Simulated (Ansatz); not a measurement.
# BiSb (model cell, started as wurtzite): following an unstable mode, part 2 of 3

Aim: this structure of BiSb (model cell, started as wurtzite) is to be tested for unstable modes, and one is followed downhill.

Ansatz 0.2.0; DFT PBEsol, scalar-relativistic, plane waves, PAW.

So far, highest frequency on the path or at a solved wavevector (cm⁻¹): step 2 (response at finite wavevector) 136. Also lowest frequency on the path (cm⁻¹): step 2 -10.4.

The structure was built from a prototype and need not be the compound's stable phase.

## Step 5: Energy along the mode, all amplitudes (two of the runs are shown above)

An imaginary frequency means negative curvature, so the energy should fall and then rise again as anharmonic terms take over.

This step gave:

| Item | Value |
| --- | --- |
| depth at the lowest point sampled | 0.095 meV/atom |
| largest atomic shift at that point | 0.08 Å |

Energy from the parent against largest shift of an atom, one sign:

```
largest shift of an atom, one sign (Å)  energy from the parent (meV/atom)
                                 0.000                                  0
                                 0.040                              -0.03
                                 0.080                             -0.095
                                 0.140                             -0.058
                                 0.220                               1.14
                                 0.320                               6.91
```

Displacement at unit largest shift by atom:

```
atom  x (Å)  y (Å)  z (Å)  size
 Bi1   0.00  -0.97   0.00  0.97
 Bi2   0.00   0.97   0.00  0.97
 Sb3   0.00   1.00   0.00  1.00
 Sb4   0.00  -1.00   0.00  1.00
```

The lowest of the steps tried is at 0.08 Å, 0.095 meV/atom below the parent; the bottom of the well need not coincide with a step.

## Step 6: Relaxing from the distorted cell

Starting from the lowest point found, all atoms and the cell are let go, so that strain and other modes of the same symmetry can join in.

input.yaml

```yaml
crystal:
  lattice:
    - [5.2967024953, 0.0, 0.0]
    - [-2.6483512477, 4.5870789172, 0.0]
    - [0.0, 0.0, 6.5878671839]
  atoms:
    - { symbol: Bi, position: [0.3248679743, 0.6497359485, 0.9628517045] }
    - { symbol: Bi, position: [0.6751320257, 0.3502640515, 0.4628517045] }
    - { symbol: Sb, position: [0.3420534798, 0.6841069596, 0.4121482955] }
    - { symbol: Sb, position: [0.6579465202, 0.3158930404, 0.9121482955] }
kpoints:
  mp_grid: { grid: [9, 9, 6] }
hamiltonian:
  xc: pbesol
scf:
  occupations: { method: methfessel_paxton, width: 0.2 }
output:
  forces: true
  stress: true
  eigenvalues: true
relax:
  adjacent_minimum: "off"
  f_tol: 0.002
  max_steps: 120
  cell: { stress_tol: 0.03 }
```

The run is started by

```
> ansatz run input.yaml --threads 4 --pin off --max-ram 7168MiB --backend cpu --events-out ev --progress --plain --runs-dir out
```

Numbers of over 12 decimals in the logs are rounded to 6 here.

Output:

```text
[...]
Crystal: 4 atoms, lattice volume = 160.061 Å³
Basis set: ecut = 420 eV, 3089 PW (Γ), exchange–correlation on 72×72×90 points (8 copies of the dense FFT grid, shifted against one another)
Bands: 36, of which v1, the nominal top of the filled ones, is band 30 counted from 1 (29 counted from 0)
Symmetry: 4 space group operations
[...]
k-points: 100 of 486 (time reversal used)
[...]
SCF iter   1: F=—  HF=-37299.528608 eV  |F-HF|=—  |Δ(HF+E_count)|=         —  Δρ=2.16e-3  dr2=5.30e-3  ethr=1.77e-3  ⟨swp⟩=6.5  Hψ=14875  notcnv=0
[...]
SCF iter   6: F=-37299.525913 eV  HF=-37299.525913 eV  |F-HF|=1.07e-8  |Δ(HF+E_count)|=   1.78e-7  S|Δr|=    0.00e0  Δρ=6.26e-6  dr2=6.77e-8  ethr=1.67e-10  ⟨swp⟩=7.3  Hψ=19226  notcnv=0
SCF 1 converged in 6 iterations: F = -37299.525913 eV  dr2 = 6.77e-8
[...]
relax step   1: F+E_penalty+E_count = -37299.52591335 eV  Δ(F+E_penalty+E_count) = +0.000e0 eV  max|allowed force component| = 7.813e-3 eV/Å  Δτ_max = 0.0000 Å  P = -0.034 GPa  Ω = 160.061 Å³  (6 SCF iters, dr2 threshold 1.00e-7 eV, accepted)
Crystal: 4 atoms, lattice volume = 159.851 Å³
Basis set: ecut = 420 eV, 3087 PW (Γ), exchange–correlation on 72×72×90 points (8 copies of the dense FFT grid, shifted against one another)
[...]
SCF iter   4: F=-37299.526035 eV  HF=-37299.526035 eV  |F-HF|=8.35e-9  |Δ(HF+E_count)|=   1.97e-7  S|Δr|=    0.00e0  Δρ=2.63e-6  dr2=1.77e-8  ethr=5.70e-11  ⟨swp⟩=5.0  Hψ=18018  notcnv=0
SCF 2 converged in 4 iterations: F = -37299.526035 eV  dr2 = 1.77e-8
relax step   2: F+E_penalty+E_count = -37299.52603503 eV  Δ(F+E_penalty+E_count) = -1.217e-4 eV  max|allowed force component| = 9.917e-3 eV/Å  Δτ_max = 0.0028 Å  P = +0.015 GPa  Ω = 159.851 Å³  energy of the carried Pulay correction = +3.125e-5 eV  (4 SCF iters, dr2 threshold 3.42e-8 eV, accepted)
Crystal: 4 atoms, lattice volume = 159.820 Å³
[...]
SCF iter   6: F=-37299.526142 eV  HF=-37299.526142 eV  |F-HF|=4.37e-11  |Δ(HF+E_count)|=   1.60e-9  S|Δr|=    0.00e0  Δρ=2.90e-7  dr2=1.01e-10  ethr=1.02e-11  ⟨swp⟩=5.3  Hψ=13605  notcnv=0
SCF 3 converged in 6 iterations: F = -37299.526142 eV  dr2 = 1.01e-10
[...]
relax step   3: F+E_penalty+E_count = -37299.52614175 eV  Δ(F+E_penalty+E_count) = -1.067e-4 eV  max|allowed force component| = 6.853e-3 eV/Å  Δτ_max = 0.0079 Å  P = +0.007 GPa  Ω = 159.820 Å³  energy of the carried Pulay correction = +3.587e-5 eV  (6 SCF iters, dr2 threshold 6.15e-9 eV, accepted)
[... from here on, the SCF cycles and remarks between the steps are left out ...]
relax step   4: F+E_penalty+E_count = -37299.52626632 eV  Δ(F+E_penalty+E_count) = -1.246e-4 eV  max|allowed force component| = 6.721e-3 eV/Å  Δτ_max = 0.0084 Å  P = +0.008 GPa  Ω = 159.752 Å³  energy of the carried Pulay correction = +4.607e-5 eV  (6 SCF iters, dr2 threshold 2.94e-9 eV, accepted)
relax step   5: F+E_penalty+E_count = -37299.52641033 eV  Δ(F+E_penalty+E_count) = -1.440e-4 eV  max|allowed force component| = 6.773e-3 eV/Å  Δτ_max = 0.0083 Å  P = +0.009 GPa  Ω = 159.685 Å³  energy of the carried Pulay correction = +5.597e-5 eV  (6 SCF iters, dr2 threshold 3.51e-9 eV, accepted)
relax step   6: F+E_penalty+E_count = -37299.52657935 eV  Δ(F+E_penalty+E_count) = -1.690e-4 eV  max|allowed force component| = 6.942e-3 eV/Å  Δτ_max = 0.0081 Å  P = +0.010 GPa  Ω = 159.618 Å³  energy of the carried Pulay correction = +6.593e-5 eV  (6 SCF iters, dr2 threshold 5.12e-9 eV, accepted)
relax step   7: F+E_penalty+E_count = -37299.52677926 eV  Δ(F+E_penalty+E_count) = -1.999e-4 eV  max|allowed force component| = 7.170e-3 eV/Å  Δτ_max = 0.0079 Å  P = +0.011 GPa  Ω = 159.551 Å³  energy of the carried Pulay correction = +7.607e-5 eV  (5 SCF iters, dr2 threshold 7.21e-9 eV, accepted)
relax step   8: F+E_penalty+E_count = -37299.52701607 eV  Δ(F+E_penalty+E_count) = -2.368e-4 eV  max|allowed force component| = 7.420e-3 eV/Å  Δτ_max = 0.0076 Å  P = +0.012 GPa  Ω = 159.481 Å³  energy of the carried Pulay correction = +8.640e-5 eV  (5 SCF iters, dr2 threshold 9.80e-9 eV, accepted)
relax step   9: F+E_penalty+E_count = -37299.52729505 eV  Δ(F+E_penalty+E_count) = -2.790e-4 eV  max|allowed force component| = 7.658e-3 eV/Å  Δτ_max = 0.0073 Å  P = +0.014 GPa  Ω = 159.411 Å³  energy of the carried Pulay correction = +9.692e-5 eV  (5 SCF iters, dr2 threshold 1.28e-8 eV, accepted)
relax step  10: F+E_penalty+E_count = -37299.52762046 eV  Δ(F+E_penalty+E_count) = -3.254e-4 eV  max|allowed force component| = 7.864e-3 eV/Å  Δτ_max = 0.0070 Å  P = +0.015 GPa  Ω = 159.339 Å³  energy of the carried Pulay correction = +1.076e-4 eV  (5 SCF iters, dr2 threshold 1.63e-8 eV, accepted)
relax step  11: F+E_penalty+E_count = -37299.52799490 eV  Δ(F+E_penalty+E_count) = -3.744e-4 eV  max|allowed force component| = 8.023e-3 eV/Å  Δτ_max = 0.0067 Å  P = +0.017 GPa  Ω = 159.267 Å³  energy of the carried Pulay correction = +1.184e-4 eV  (5 SCF iters, dr2 threshold 2.00e-8 eV, accepted)
relax step  12: F+E_penalty+E_count = -37299.53489366 eV  Δ(F+E_penalty+E_count) = -6.899e-3 eV  max|allowed force component| = 6.121e-2 eV/Å  Δτ_max = 0.0948 Å  P = -0.076 GPa  Ω = 158.083 Å³  energy of the carried Pulay correction = +2.959e-4 eV  (6 SCF iters, dr2 threshold 2.38e-8 eV, accepted)
relax step  13: F+E_penalty+E_count = -37299.53707961 eV  Δ(F+E_penalty+E_count) = -2.186e-3 eV  max|allowed force component| = 2.738e-2 eV/Å  Δτ_max = 0.0130 Å  P = +0.031 GPa  Ω = 157.756 Å³  energy of the carried Pulay correction = +3.451e-4 eV  (5 SCF iters, dr2 threshold 3.25e-7 eV, accepted)
relax step  14: F+E_penalty+E_count = -37299.54974106 eV  Δ(F+E_penalty+E_count) = -1.266e-2 eV  max|allowed force component| = 8.827e-2 eV/Å  Δτ_max = 0.0670 Å  P = +0.307 GPa  Ω = 156.407 Å³  energy of the carried Pulay correction = +5.496e-4 eV  (6 SCF iters, dr2 threshold 1.28e-7 eV, accepted)
relax step  15: F+E_penalty+E_count = -37299.58181624 eV  Δ(F+E_penalty+E_count) = -3.208e-2 eV  max|allowed force component| = 1.213e-1 eV/Å  Δτ_max = 0.0929 Å  P = +0.386 GPa  Ω = 154.158 Å³  energy of the carried Pulay correction = +8.940e-4 eV  (6 SCF iters, dr2 threshold 4.00e-7 eV, accepted)
relax step  16: F+E_penalty+E_count = -37299.60878957 eV  Δ(F+E_penalty+E_count) = -2.697e-2 eV  max|allowed force component| = 6.423e-2 eV/Å  Δτ_max = 0.1018 Å  P = +0.330 GPa  Ω = 150.685 Å³  energy of the carried Pulay correction = +1.436e-3 eV  (6 SCF iters, dr2 threshold 4.00e-7 eV, accepted)
relax step  17: F+E_penalty+E_count = -37299.61077063 eV  Δ(F+E_penalty+E_count) = -1.981e-3 eV  max|allowed force component| = 3.386e-2 eV/Å  Δτ_max = 0.0124 Å  P = -0.014 GPa  Ω = 151.255 Å³  energy of the carried Pulay correction = +1.346e-3 eV  (5 SCF iters, dr2 threshold 3.94e-7 eV, accepted)
relax step  18: F+E_penalty+E_count = -37299.61153367 eV  Δ(F+E_penalty+E_count) = -7.630e-4 eV  max|allowed force component| = 2.497e-2 eV/Å  Δτ_max = 0.0239 Å  P = -0.014 GPa  Ω = 151.111 Å³  energy of the carried Pulay correction = +1.369e-3 eV  (5 SCF iters, dr2 threshold 7.16e-8 eV, accepted)
relax step  19: F+E_penalty+E_count = -37299.61183855 eV  Δ(F+E_penalty+E_count) = -3.049e-4 eV  max|allowed force component| = 2.891e-3 eV/Å  Δτ_max = 0.0086 Å  P = -0.032 GPa  Ω = 150.839 Å³  energy of the carried Pulay correction = +1.412e-3 eV  (5 SCF iters, dr2 threshold 3.90e-8 eV, accepted)
relax step  20: F+E_penalty+E_count = -37299.61187833 eV  Δ(F+E_penalty+E_count) = -3.978e-5 eV  max|allowed force component| = 7.765e-4 eV/Å  Δτ_max = 0.0006 Å  P = -0.011 GPa  Ω = 150.746 Å³  energy of the carried Pulay correction = +1.426e-3 eV  (4 SCF iters, dr2 threshold 9.22e-9 eV, accepted)
relax step  21: F+E_penalty+E_count = -37299.61189350 eV  Δ(F+E_penalty+E_count) = -1.517e-5 eV  max|allowed force component| = 4.595e-4 eV/Å  Δτ_max = 0.0022 Å  P = -0.001 GPa  Ω = 150.685 Å³  energy of the carried Pulay correction = +1.436e-3 eV  (7 SCF iters, accepted)
relax step  22: F+E_penalty+E_count = -37299.61650955 eV  Δ(F+E_penalty+E_count) = -4.616e-3 eV  max|allowed force component| = 3.459e-4 eV/Å  Δτ_max = 0.0000 Å  P = +0.079 GPa  Ω = 150.685 Å³  stress off target by 2.40e-1 GPa  SCF on the basis re-selected at this cell (its energy is not comparable with the rows above)  (8 SCF iters)
relax step  23: F+E_penalty+E_count = -37299.61745851 eV  Δ(F+E_penalty+E_count) = -9.490e-4 eV  max|allowed force component| = 1.160e-2 eV/Å  Δτ_max = 0.0054 Å  P = +0.005 GPa  Ω = 150.342 Å³  energy of the carried Pulay correction = +5.190e-5 eV  (5 SCF iters, dr2 threshold 1.44e-7 eV, accepted)
relax step  24: F+E_penalty+E_count = -37299.61751853 eV  Δ(F+E_penalty+E_count) = -6.002e-5 eV  max|allowed force component| = 9.539e-4 eV/Å  Δτ_max = 0.0022 Å  P = +0.009 GPa  Ω = 150.353 Å³  energy of the carried Pulay correction = +5.022e-5 eV  (5 SCF iters, dr2 threshold 1.52e-8 eV, accepted)
[...]
SCF iter   5: F=-37299.617465 eV  HF=-37299.617465 eV  |F-HF|=0.00e0  |Δ(HF+E_count)|=  1.89e-10  S|Δr|=    0.00e0  Δρ=6.47e-8  dr2=7.87e-12  ethr=1.00e-12  ⟨swp⟩=8.6  Hψ=19605  notcnv=0
SCF 25 converged in 5 iterations: F = -37299.617465 eV  dr2 = 7.87e-12
relax step  25: F+E_penalty+E_count = -37299.61746493 eV  Δ(F+E_penalty+E_count) = +5.360e-5 eV  max|allowed force component| = 9.697e-4 eV/Å  Δτ_max = 0.0000 Å  P = +0.009 GPa  Ω = 150.353 Å³  stress off target by 1.22e-2 GPa  SCF on the basis re-selected at this cell (its energy is not comparable with the rows above)  (5 SCF iters)
basis re-selected at this cell: Δ(F+E_penalty+E_count) = +5.360e-5 eV, ΔP = -0.000 GPa vs the last step (what re-selecting the basis moved, of the pressure what is left beyond the Pulay correction that the steps carried, after the strain that the cell walked since its last selection, with what the two solves' SCF thresholds leave and, on support functions, any second-order correction that the steps lacked; it is no m [...]
SCF converged after 5 iterations
[...]
Free energy (F): -37299.617465 eV
[...]
Internal energy: -37299.616740 eV  (E = F + TS)
E sigma→0 (E₀):  -37299.617284 eV
Entropy (-TS):   -0.000725 eV (-0.181 meV/atom)
Fermi energy:    7.993801 eV
[...]
--- Forces (eV/Å), atoms counted from 1 ---
  atom   1  Bi    -0.00000000     0.00096965    -0.00065485
  atom   2  Bi     0.00000000    -0.00096965    -0.00065485
  atom   3  Sb    -0.00000000     0.00073761     0.00065488
  atom   4  Sb     0.00000000    -0.00073761     0.00065488
  max |Σ_I F_I| component: 6.58e-8 eV/Å
--- Stress (GPa, compression-positive) ---
        0.012200       0.000000       0.000000
        0.000000       0.010981       0.000000
        0.000000       0.000000       0.002912
  P = ⅓ Tr σ = 0.0087 GPa (0.087 kbar)
--- Band table (eV; the first three rows and the last of 100) ---
  k-point 0: bands = [... 26 lower, 5.7890, 5.8163, 6.2380, 7.5176, 8.6876, 8.9002, 10.6954, 10.8418, ... 2 higher]
  k-point 1: bands = [... 26 lower, 5.6141, 5.9002, 6.6685, 7.3450, 8.8064, 9.0109, 9.8416, 10.4992, ... 2 higher]
  k-point 2: bands = [... 26 lower, 5.2139, 6.1427, 6.9513, 7.2894, 8.6231, 9.1098, 9.3111, 10.0453, ... 2 higher]
  k-point 99: bands = [... 26 lower, 5.7197, 5.7197, 6.9550, 6.9550, 8.1285, 8.1285, 8.8498, 8.8498, ... 2 higher]
--- Relaxed structure (23 steps of the walk, 23 accepted, 2 SCFs on fresh bases) ---
  F+E_penalty+E_count = -37299.61746493 eV   max|allowed force component| = 9.697e-4 eV/Å   (the final SCF, on the basis selected at the relaxed cell)
  cell:  # Å, volume = 150.3526 Å³
    - [4.377613, 2.3858402674931976e-11, 0]
    - [-2.188806, 5.269200, 0]
    - [0, 0.0, 6.518218]
  atoms:
    - { symbol: Bi, position: [0.347138, 0.694276, 0.958796] }
    - { symbol: Bi, position: [0.652862, 0.305724, 0.458796] }
    - { symbol: Sb, position: [0.344466, 0.688933, 0.416204] }
    - { symbol: Sb, position: [0.655534, 0.311067, 0.916204] }
```

It took 4.8 min on 4 threads of Arm Neoverse V2, shared host; peak memory 0.88 GiB; 19 min of CPU time.

Relaxation path (22 of 25):

```
step  energy less that of the first step (eV)  largest force component (eV/Å)  pressure (GPa)  volume (Å³)
   1                                   0.0000                          0.0078           -0.03       160.06
   2                                  -0.0001                          0.0099            0.02       159.85
   3                                  -0.0002                          0.0069            0.01       159.82
   4                                  -0.0004                          0.0067            0.01       159.75
   6                                  -0.0007                          0.0069            0.01       159.62
   7                                  -0.0009                          0.0072            0.01       159.55
   8                                  -0.0011                          0.0074            0.01       159.48
   9                                  -0.0014                          0.0077            0.01       159.41
  10                                  -0.0017                          0.0079            0.02       159.34
  11                                  -0.0021                          0.0080            0.02       159.27
  12                                  -0.0090                          0.0612           -0.08       158.08
  14                                  -0.0238                          0.0883            0.31       156.41
  15                                  -0.0559                          0.1213            0.39       154.16
  16                                  -0.0829                          0.0642            0.33       150.69
  17                                  -0.0849                          0.0339           -0.01       151.25
  18                                  -0.0856                          0.0250           -0.01       151.11
  19                                  -0.0859                          0.0029           -0.03       150.84
  20                                  -0.0860                          0.0008           -0.01       150.75
 22*                                  -0.0906                          0.0003            0.08       150.68
  23                                  -0.0915                          0.0116            0.01       150.34
  24                                  -0.0916                          0.0010            0.01       150.35
 25*                                  -0.0916                          0.0010            0.01       150.35
```

Relaxation steps marked * repeat the geometry before them on a plane-wave basis chosen anew for their cell, so energy and pressure can jump there. Other such steps can lie between the rows shown.

Forces are held to the 4 operations that the run works with; a distortion that breaks them can't arise in this run.

```
     cell as run  before   after   change
           a (Å)   5.297   4.378  -17.4 %
           b (Å)   5.297   5.706   +7.7 %
           c (Å)   6.588   6.518   -1.1 %
           γ (°)  120.00  112.56   -6.2 %
volume (Å³/atom)   40.02   37.59   -6.1 %
```

The atoms that moved most (Å, as changes of fractional coordinates times the final cell):

```
atom     dx      dy      dz  length
 Bi1  0.000   0.235  -0.026   0.236
 Bi2  0.000  -0.235  -0.026   0.236
 Sb4  0.000  -0.025   0.026   0.037
 Sb3  0.000   0.025   0.026   0.037
```

This step gave:

```yaml
pressure: 0.008698 GPa
volume_per_atom: 37.59 Å³
```

The distorted start has space group Cmc2_1; the relaxation ends in Cmc2_1.

## Step 7: The new phase in its own primitive cell

The relaxed structure is symmetrised, reduced to its primitive cell and relaxed tightly, as its phonons need.

input.yaml

```yaml
crystal:
  lattice:
    - [2.1888063606, -5.2692002147, 0.0]
    - [2.1888063606, 5.2692002147, 0.0]
    - [0.0, 0.0, 6.5182182625]
  atoms:
    - { symbol: Bi, position: [0.6528619621, 0.3471380379, 0.9587961149] }
    - { symbol: Bi, position: [0.3471380379, 0.6528619621, 0.4587961149] }
    - { symbol: Sb, position: [0.6555335252, 0.3444664748, 0.4162038851] }
    - { symbol: Sb, position: [0.3444664748, 0.6555335252, 0.9162038851] }
kpoints:
  mp_grid: { grid: [10, 10, 8] }
hamiltonian:
  xc: pbesol
scf:
  occupations: { method: methfessel_paxton, width: 0.2 }
output:
  forces: true
  stress: true
  eigenvalues: true
relax:
  adjacent_minimum: "off"
  f_tol: 0.001
  max_steps: 60
  cell: { stress_tol: 0.01 }
```

Output:

```text
[...]
Crystal: 4 atoms, lattice volume = 150.353 Å³
Basis set: ecut = 420 eV, 2935 PW (Γ), exchange–correlation on 80×80×90 points (8 copies of the dense FFT grid, shifted against one another)
Bands: 36, of which v1, the nominal top of the filled ones, is band 30 counted from 1 (29 counted from 0)
Symmetry: 4 space group operations
[...]
k-points: 155 of 800 (time reversal used)
[...]
cell:  # Å, volume = 150.0225 Å³
    - [2.176724, -5.282709, -1.7288520044768926e-18]
    - [2.176724, 5.282709, -1.7288520044768433e-18]
    - [-5.14848408319307e-18, 0, 6.523284]
  atoms:
    - { symbol: Bi, position: [0.652326, 0.347674, 0.959217] }
    - { symbol: Bi, position: [0.347674, 0.652326, 0.459217] }
    - { symbol: Sb, position: [0.655655, 0.344345, 0.415783] }
    - { symbol: Sb, position: [0.344345, 0.655655, 0.915783] }
[key lines of the parts left out:]
SCF converged after 6 iterations
Free energy (F): -37299.620401 eV
Fermi energy:    7.990762 eV
P = ⅓ Tr σ = -0.0004 GPa (-0.004 kbar)
```

The job ended after 1.8 min (4 threads; peak memory 0.93 GiB).

The steps of the relaxation:

```
step  energy less that of the first step (eV)  largest force component (eV/Å)  pressure (GPa)  volume (Å³)
   1                                   0.0000                          0.0123           -0.03       150.35
   2                                  -0.0003                          0.0087            0.00       150.05
   3                                  -0.0004                          0.0031            0.02       149.97
   4                                  -0.0004                          0.0029           -0.01       150.03
   5                                  -0.0004                          0.0019            0.01       150.01
   6                                  -0.0004                          0.0004            0.00       150.02
  7*                                  -0.0004                          0.0004            0.00       150.02
```

Relaxation steps marked * repeat the geometry before them on a plane-wave basis chosen anew for their cell, so energy and pressure can jump there.

Forces are held to the 4 operations that the run works with; a distortion that breaks them can't arise in this run.

```
conventional cell, symmetrised  before   after  change
                         a (Å)   4.378   4.353  -0.6 %
                         b (Å)  10.538  10.565  +0.3 %
                         c (Å)   6.518   6.523  +0.1 %
              volume (Å³/atom)   37.59   37.51  -0.2 %
```

Final coordinates:

```cif
data_structure
_symmetry_space_group_name_H-M 'P 1'
_symmetry_Int_Tables_number 1
_cell_length_a 5.7136
_cell_length_b 5.7136
_cell_length_c 6.5233
_cell_angle_alpha 90.000
_cell_angle_beta 90.000
_cell_angle_gamma 135.212
_cell_volume 150.02
loop_
_atom_site_label
_atom_site_type_symbol
_atom_site_fract_x
_atom_site_fract_y
_atom_site_fract_z
_atom_site_occupancy
Bi1 Bi 0.65233 0.34767 0.95922 1
Bi2 Bi 0.34767 0.65233 0.45922 1
Sb3 Sb 0.65566 0.34434 0.41578 1
Sb4 Sb 0.34434 0.65566 0.91578 1
```

Numbers from this step:

```yaml
pressure: -4.41e-4 GPa
volume_per_atom: 37.51 Å³
```

The largest force component left is 0.39 meV/Å and the pressure is 0.000 GPa, within the tolerances set. The cell now holds 37.51 Å³/atom.

[end of part 2 of 3]

[Logs are printed without paths, hosts, clocks, repeated set-up lines and the standing remarks that a program may print on its own settings, such as how far it seeks lower states.]

[Hosts, paths, dates, database ids (printed as entryN), source tags and the programs' standing remarks are cut or masked in the printed files.]
